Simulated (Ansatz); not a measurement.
# What TlBi (Pm-3m) distorts into

Wanted: the energy along a soft mode of TlBi (Pm-3m) and the structure at the end.

Main program and level: Ansatz 0.2.0; DFT PBEsol, scalar-relativistic, plane waves, PAW; PAW set soft_1.

Most raw output is cut from this account.

## Step 1: The starting structure

The structure is cubic, space group Pm-3m (No. 221). The conventional cell has a = 3.888 Å, b = 3.888 Å, c = 3.888 Å, α = 90.00°, β = 90.00°, γ = 90.00°. Nearest to Tl lie 8 Bi at 3.37 Å. Nearest to Bi lie 8 Tl at 3.37 Å. Farther neighbours are not listed.

Coordinates:

```cif
data_structure
_symmetry_space_group_name_H-M 'Pm-3m'
_symmetry_Int_Tables_number 221
_cell_length_a 3.8876
_cell_length_b 3.8876
_cell_length_c 3.8876
_cell_angle_alpha 90.000
_cell_angle_beta 90.000
_cell_angle_gamma 90.000
_cell_volume 58.75
loop_
_atom_site_label
_atom_site_type_symbol
_atom_site_symmetry_multiplicity
_atom_site_Wyckoff_symbol
_atom_site_fract_x
_atom_site_fract_y
_atom_site_fract_z
_atom_site_occupancy
Tl1 Tl 1 a 0.00000 0.00000 0.00000 1
Bi1 Bi 1 b 0.50000 0.50000 0.50000 1
```

## Step 2: Phonons on a q mesh

The cell comes from relaxations at this level that are not shown. Stability and thermal properties need the whole zone. Linear response on a 4×4×4 q mesh gives force constants as far as a supercell of that size would.

File input.yaml:

```yaml
crystal:
  lattice:
    - [3.8875782353, 0.0, 0.0]
    - [0.0, 3.8875782353, 0.0]
    - [0.0, 0.0, 3.8875782353]
  atoms:
    - { symbol: Tl, position: [0.0, 0.0, 0.0] }
    - { symbol: Bi, position: [0.5, 0.5, 0.5] }
kpoints:
  mp_grid: { grid: [12, 12, 12] }
hamiltonian:
  xc: pbesol
  pseudopotentials: { kind: paw, azcp: { folder: soft_1 }, xc_functional: pbe }
scf:
  occupations: { method: methfessel_paxton, width: 0.2 }
output:
  eigenvalues: true
phonons:
  method: dfpt
  qmesh: [4, 4, 4]
  temperatures: { t_max: 1000, t_step: 50 }
  qpath:
    path:
      - [[0.0, 0.0, 0.0], [0.0, 0.5, 0.0], [0.5, 0.5, 0.0], [0.0, 0.0, 0.0], [0.5, 0.5, 0.5], [0.0, 0.5, 0.0]]
      - [[0.5, 0.5, 0.5], [0.5, 0.5, 0.0]]
    npoints: 10
```

On the command line:

```sh
$ ansatz run input.yaml --threads 4 --pin off --max-ram 10240MiB --backend cpu --events-out ev --progress --plain --runs-dir out
```

The job ended after 7.3 min (4 threads of Arm Neoverse V1, shared host; peak memory 2.7 GiB).

This step gave:

```yaml
volume_per_atom: 29.38 Å³
gap_on_the_k_mesh: 0 eV
sum_rule_residual_before_enforcement: 4.22e-5 eV/Å²
lowest_frequency_on_the_path: -26.77 cm⁻¹
point_group: m-3m
highest_frequency_on_the_path_or_at_a_solved_wavevector: 78.74 cm⁻¹
highest_optical_mode_at_the_zone_centre_no_lo_to_term: 67.39 cm⁻¹
lowest_optical_zone_centre_mode: 67.39 cm⁻¹
lowest_mode_on_the_q_mesh_acoustic_modes_at_gamma_apart: -26.41 cm⁻¹
```

Frequencies (cm⁻¹) solved at each irreducible wavevector; negative means imaginary. Frequencies by wavevector, by row:

```tsv
q in reciprocal lattice units	star	mode 1	mode 2	mode 3	mode 4	mode 5	mode 6
0 0 0	1	0	0	0	67.4	67.4	67.4
0 0 0.25	6	25.9	25.9	33.1	61.1	61.1	65.9
0 0 -0.5	3	38.4	47.6	47.6	50.1	50.1	62.2
0 0.25 0.25	12	-19.4	25.1	31.1	55	60.7	69.4
0 0.25 -0.5	12	-11.5	12.1	45.6	49.8	68.4	75.7
0 -0.5 -0.5	3	-17.6	-17.6	47	49.5	78.7	78.7
0.25 0.25 0.25	8	-26.4	19.1	19.1	65.8	65.8	68.4
0.25 0.25 -0.5	12	-15.7	16.4	37.8	56.4	68.4	72
0.25 -0.5 -0.5	6	21.7	25	25	54.4	74.8	74.8
-0.5 -0.5 -0.5	1	45.5	45.5	45.5	61.5	61.5	61.5
```

Interpolated from a 4×4×4 q mesh. Phonon branches along the path, in cm⁻¹:

```tsv
point	branch 1	branch 2	branch 3	branch 4	branch 5	branch 6
Γ	0	0	0	67	67	67
halfway	26	26	33	61	61	66
X	38	48	48	50	50	62
halfway	-12	12	46	50	68	76
M	-18	-18	47	50	79	79
halfway	-19	25	31	55	61	69
Γ	0	0	0	67	67	67
halfway	-26	19	19	66	66	68
R	46	46	46	62	62	62
halfway	-16	16	38	56	68	72
X	38	48	48	50	50	62
jump to R	46	46	46	62	62	62
halfway	22	25	25	54	75	75
M	-18	-18	47	50	79	79
```

Symmetry leaves 10 wavevectors to solve. The lowest mode among them, the acoustic zeros apart, lies at q = (0.25, 0.25, 0.25) and is imaginary, 26.4i cm⁻¹, so the energy falls along it.

## Step 3: The mode frozen in, largest atomic shift 0 Å

The mode followed lies at q = (0, 0.25, 0.25) with frequency 19.4i cm⁻¹, one of the unstable modes though not the softest. At small amplitude the distorted cell has space group no. 51 by a symmetry search on the positions. The undistorted cell that holds it gives the zero of energy on the same k mesh.

System of this step: TlBi. It takes space group Pm-3m (No. 221, cubic). Conventional cell: a = 3.888 Å, b = 3.888 Å, c = 3.888 Å, α = 90.00°, β = 90.00°, γ = 90.00°. Nearest to Tl lie 8 Bi at 3.37 Å. Bi has 8 Tl at 3.37 Å nearest. Farther neighbours are not listed.

input.yaml, the sections that differ from step 2:

```yaml
crystal:
  lattice:
    - [3.8875782353, 0.0, 0.0]
    - [0.0, 3.8875782353, -3.8875782353]
    - [0.0, 7.7751564706, 7.7751564706]
  atoms:
    - { symbol: Tl, position: [0.0, 0.0, 0.0] }
    - { symbol: Tl, position: [0.0, 0.5, 0.25] }
    - { symbol: Tl, position: [0.0, 0.0, 0.5] }
    - { symbol: Tl, position: [0.0, 0.5, 0.75] }
    - { symbol: Bi, position: [0.5, 0.0, 0.25] }
    - { symbol: Bi, position: [0.5, 0.5, 0.5] }
    - { symbol: Bi, position: [0.5, 0.0, 0.75] }
    - { symbol: Bi, position: [0.5, 0.5, 0.0] }
kpoints:
  mp_grid: { grid: [10, 8, 4] }
output:
  forces: true
  stress: true
  eigenvalues: true
# hamiltonian, scf: as in step 2
# phonons: removed
```

Run time: 16 s. Hardware: 4 threads; peak memory 1.2 GiB; 64 s of CPU time.

This step gave:

```yaml
pressure: 0.1169 GPa
energy_from_the_undistorted_cell: 0 meV/atom
```

The run ends at a pressure of 0.12 GPa.

## Step 4: The mode frozen in, largest atomic shift 0.6 Å

The atoms are moved along the unstable eigenvector, the largest shift by 0.6 Å, with the cell fixed.

input.yaml, the sections that differ from step 3:

```yaml
crystal:
  lattice:
    - [3.8875782353, 0.0, 0.0]
    - [0.0, 3.8875782353, -3.8875782353]
    - [0.0, 7.7751564706, 7.7751564706]
  atoms:
    - { symbol: Tl, position: [0.0, -0.0962370071, 0.0] }
    - { symbol: Tl, position: [0.0, 0.5, 0.25] }
    - { symbol: Tl, position: [0.0, 0.0962370071, 0.5] }
    - { symbol: Tl, position: [0.0, 0.5, 0.75] }
    - { symbol: Bi, position: [0.5, 0.0, 0.25] }
    - { symbol: Bi, position: [0.5, 0.6091332555, 0.5] }
    - { symbol: Bi, position: [0.5, 0.0, 0.75] }
    - { symbol: Bi, position: [0.5, 0.3908667445, 0.0] }
# kpoints, hamiltonian, scf, output: as in step 3
```

Run time: 18 s. Hardware: 4 threads; peak memory 1.2 GiB.

This step gave:

* pressure: 0.5934 GPa
* energy from the undistorted cell: -13.82 meV/atom

The energy, extrapolated to zero smearing, is -13.82 meV/atom against the undistorted cell.

The run ends at a pressure of 0.59 GPa, with forces up to 0.10 eV/Å.

## Step 5: Energy along the mode, all amplitudes (two of the runs are shown above)

An imaginary frequency means negative curvature, so the energy should fall and then rise again as anharmonic terms take over.

Numbers from this step:

```yaml
depth_at_the_lowest_point_sampled: 13.82 meV/atom
largest_atomic_shift_at_that_point: 0.6 Å
```

The energy from the parent by largest atomic shift:

```tsv
largest atomic shift (Å)	energy from the parent (meV/atom)
0.000	0
0.040	-0.105
0.080	-0.415
0.140	-1.24
0.220	-2.89
0.320	-5.50
0.450	-9.28
0.600	-13.8
```

Displacement at unit largest shift by atom:

```tsv
atom	x (Å)	y (Å)	z (Å)	size
Tl1	0.000	-0.624	0.624	0.882
Tl2	0.000	0.000	0.000	0.000
Tl3	0.000	0.624	-0.624	0.882
Tl4	0.000	0.000	0.000	0.000
Bi5	0.000	0.000	0.000	0.000
Bi6	0.000	0.707	-0.707	1.000
Bi7	0.000	0.000	0.000	0.000
Bi8	0.000	-0.707	0.707	1.000
```

The lowest of the steps tried is the last one, at 0.6 Å, 13.8 meV/atom below the parent; the bottom of the well need not coincide with a step.

## Step 6: Relaxation from the frozen mode

Starting from the lowest point found, all atoms and the cell are let go, so that strain and other modes of the same symmetry can join in.

Changes to input.yaml since step 4:

```diff
@@ -25 +25,6 @@
   eigenvalues: true
+relax:
+  adjacent_minimum: "off"
+  f_tol: 0.002
+  max_steps: 120
+  cell: { stress_tol: 0.03 }
```

Run time: 4.2 min. Hardware: 4 threads; peak memory 1.3 GiB.

Step by step:

```tsv
step	energy less that of the first step (eV)	largest force component (eV/Å)	pressure (GPa)	volume (Å³)
1	0.0000	0.0724	0.59	235.02
2	-0.0242	0.0540	-0.14	239.22
3	-0.0694	0.0559	-0.38	242.35
4	-0.1549	0.0604	-0.31	243.87
5	-0.3194	0.1400	-0.24	243.93
6	-0.5128	0.0759	0.12	239.99
7	-0.5240	0.0408	0.02	240.61
8	-0.5260	0.0027	0.05	240.73
9	-0.5259	0.0029	-0.11	241.54
10	-0.5261	0.0008	0.01	240.91
11*	-0.5305	0.0005	0.04	240.91
12	-0.5306	0.0007	0.01	241.17
13*	-0.5306	0.0007	0.01	241.17
```

Relaxation steps marked * repeat the geometry before them on a plane-wave basis chosen anew for their cell, so energy and pressure can jump there. Relaxation step 9 was tried and not accepted.

Forces are held to the 8 operations that the run works with; a distortion that breaks them can't arise in this run.

```tsv
cell as run	before	after	change
a (Å)	3.888	3.394	-12.7 %
b (Å)	5.498	6.277	+14.2 %
c (Å)	10.996	11.319	+2.9 %
volume (Å³/atom)	29.38	30.15	+2.6 %
```

The atoms that moved most (Å, as changes of fractional coordinates times the final cell):

```tsv
atom	dx	dy	dz	length
Bi6	0.000	0.479	-0.479	0.677
Bi8	0.000	-0.479	0.479	0.677
Tl1	0.000	-0.470	0.470	0.665
Tl3	0.000	0.470	-0.470	0.665
```

Final coordinates:

```cif
data_structure
_symmetry_space_group_name_H-M 'P 1'
_symmetry_Int_Tables_number 1
_cell_length_a 3.3944
_cell_length_b 6.2770
_cell_length_c 11.3191
_cell_angle_alpha 90.000
_cell_angle_beta 90.000
_cell_angle_gamma 90.000
_cell_volume 241.17
loop_
_atom_site_label
_atom_site_type_symbol
_atom_site_fract_x
_atom_site_fract_y
_atom_site_fract_z
_atom_site_occupancy
Tl1 Tl 0.00000 0.79777 0.00000 1
Tl2 Tl 0.00000 0.50000 0.25000 1
Tl3 Tl 0.00000 0.20223 0.50000 1
Tl4 Tl 0.00000 0.50000 0.75000 1
Bi5 Bi 0.50000 0.00000 0.25000 1
Bi6 Bi 0.50000 0.71698 0.50000 1
Bi7 Bi 0.50000 0.00000 0.75000 1
Bi8 Bi 0.50000 0.28302 0.00000 1
```

Numbers from this step:

```yaml
pressure: 0.005895 GPa
volume_per_atom: 30.15 Å³
```

The distorted start has space group Pmma; the relaxation ends in Pmma.

## Step 7: The new phase in its own primitive cell

The relaxed structure is symmetrised, reduced to its primitive cell and relaxed tightly, as its phonons need.

input.yaml, the sections that differ from step 6:

```yaml
crystal:
  lattice:
    - [11.3190664049, 0.0, 0.0]
    - [0.0, 3.3943823128, 0.0]
    - [0.0, 0.0, 6.2770165622]
  atoms:
    - { symbol: Tl, position: [0.75, 0.0, 0.7977694831] }
    - { symbol: Tl, position: [0.0, 0.0, 0.5] }
    - { symbol: Tl, position: [0.25, 0.0, 0.2022305169] }
    - { symbol: Tl, position: [0.5, 0.0, 0.5] }
    - { symbol: Bi, position: [0.0, 0.5, 0.0] }
    - { symbol: Bi, position: [0.25, 0.5, 0.7169785614] }
    - { symbol: Bi, position: [0.5, 0.5, 0.0] }
    - { symbol: Bi, position: [0.75, 0.5, 0.2830214386] }
kpoints:
  mp_grid: { grid: [4, 10, 6] }
relax:
  adjacent_minimum: "off"
  f_tol: 0.001
  max_steps: 60
  cell: { stress_tol: 0.01 }
# hamiltonian, scf, output: as in step 6
```

It took 85 s on 4 threads; peak memory 1.2 GiB.

Step by step:

```tsv
step	energy less that of the first step (eV)	largest force component (eV/Å)	pressure (GPa)	volume (Å³)
1	0.0000	0.0084	-0.03	241.17
2	-0.0007	0.0037	0.02	240.97
3	-0.0007	0.0008	-0.01	241.09
4	-0.0007	0.0003	0.00	241.05
5*	-0.0007	0.0003	0.00	241.05
```

Relaxation steps marked * repeat the geometry before them on a plane-wave basis chosen anew for their cell, so energy and pressure can jump there.

Forces are held to the 8 operations that the run works with; a distortion that breaks them can't arise in this run.

```tsv
conventional cell, symmetrised	before	after	change
a (Å)	11.319	11.285	-0.3 %
b (Å)	3.394	3.402	+0.2 %
c (Å)	6.277	6.279	+0.0 %
volume (Å³/atom)	30.15	30.13	-0.0 %
```

Final coordinates:

```xyz
8
Lattice="11.2855 0.0000 0.0000 0.0000 3.4018 0.0000 0.0000 0.0000 6.2789" Properties=species:S:1:pos:R:3 pbc="T T T"
Tl    8.4641    0.0000    5.0054
Tl    0.0000    0.0000    3.1394
Tl    2.8214    0.0000    1.2734
Tl    5.6427    0.0000    3.1394
Bi    0.0000    1.7009    0.0000
Bi    2.8214    1.7009    4.5053
Bi    5.6427    1.7009    0.0000
Bi    8.4641    1.7009    1.7736
```

This step gave:

```yaml
pressure: 5.42e-4 GPa
volume_per_atom: 30.13 Å³
```

The largest force component left is 0.31 meV/Å and the pressure is 0.001 GPa, within the tolerances set. The cell now holds 30.13 Å³/atom.

## Step 8: The phases reached

The phases reached along the modes that were followed are set side by side.

Energies are those of the first relaxation, on the mesh of the frozen mode; space group, volume and gap are those of the last relaxation. Phases, by row:

```tsv
mode frozen in	space group	energy from parent (meV/atom)	volume (Å³/atom)	gap on mesh (eV)	lowest zone-centre optical mode (cm⁻¹)	largest shift (Å)
parent	Pm-3m	0	29.38	0	–	–
q = (0.25, 0.25, 0.25), 26i cm⁻¹	R-3m	-0.59	29.44	0	–	0.156
q = (0, 0.25, 0.25), 19i cm⁻¹	Pmma	-80.24	30.13	0	–	1.362
```

## Step 9: What came out

```
unstable mode of the parent                                                      : q = (0, 0.25, 0.25), 19i cm⁻¹
depth at the lowest point sampled                                                : 13.8 meV/atom
largest atomic shift at that point                                               : 0.6 Å
space group reached (within 0.01 Å)                                              : Pmma
energy gained over the parent (first relaxation, on the mesh of the frozen mode) : 80.2 meV/atom
volume per atom, phase reached                                                   : 30.1 Å³
```

Along this mode the structure falls into Pmma, 80.2 meV/atom below the parent. At the parent's cell the well is 13.82 meV/atom deep on the steps tried, with its lowest point at a shift of 0.6 Å. That is the last step tried, so the steps alone don't bracket the bottom of the well. Relaxing atoms and cell changes the gain by +66.42 meV/atom against the lowest step (energies at zero smearing). Most of the total comes from this relaxation. The modes of the phase reached were not computed on this path. Of the 2 patterns followed to their end from this parent, this one reaches the lowest energy. Each path keeps the symmetry of its pattern, so a lower phase may lie along a pattern not tried. With no gap, or one that is small against the smearing, the frequencies hang on the k mesh and the smearing, most of all near Kohn anomalies. Spin-orbit coupling is left out, which can matter for the heavy elements here. The PAW files were made for PBE and serve the other functionals too.

[Logs are printed without paths, hosts, clocks, repeated set-up lines and the standing remarks that a program may print on its own settings, such as how far it seeks lower states.]

[Hosts, paths, dates, database ids (printed as entryN), source tags and the programs' standing remarks are cut or masked in the printed files.]
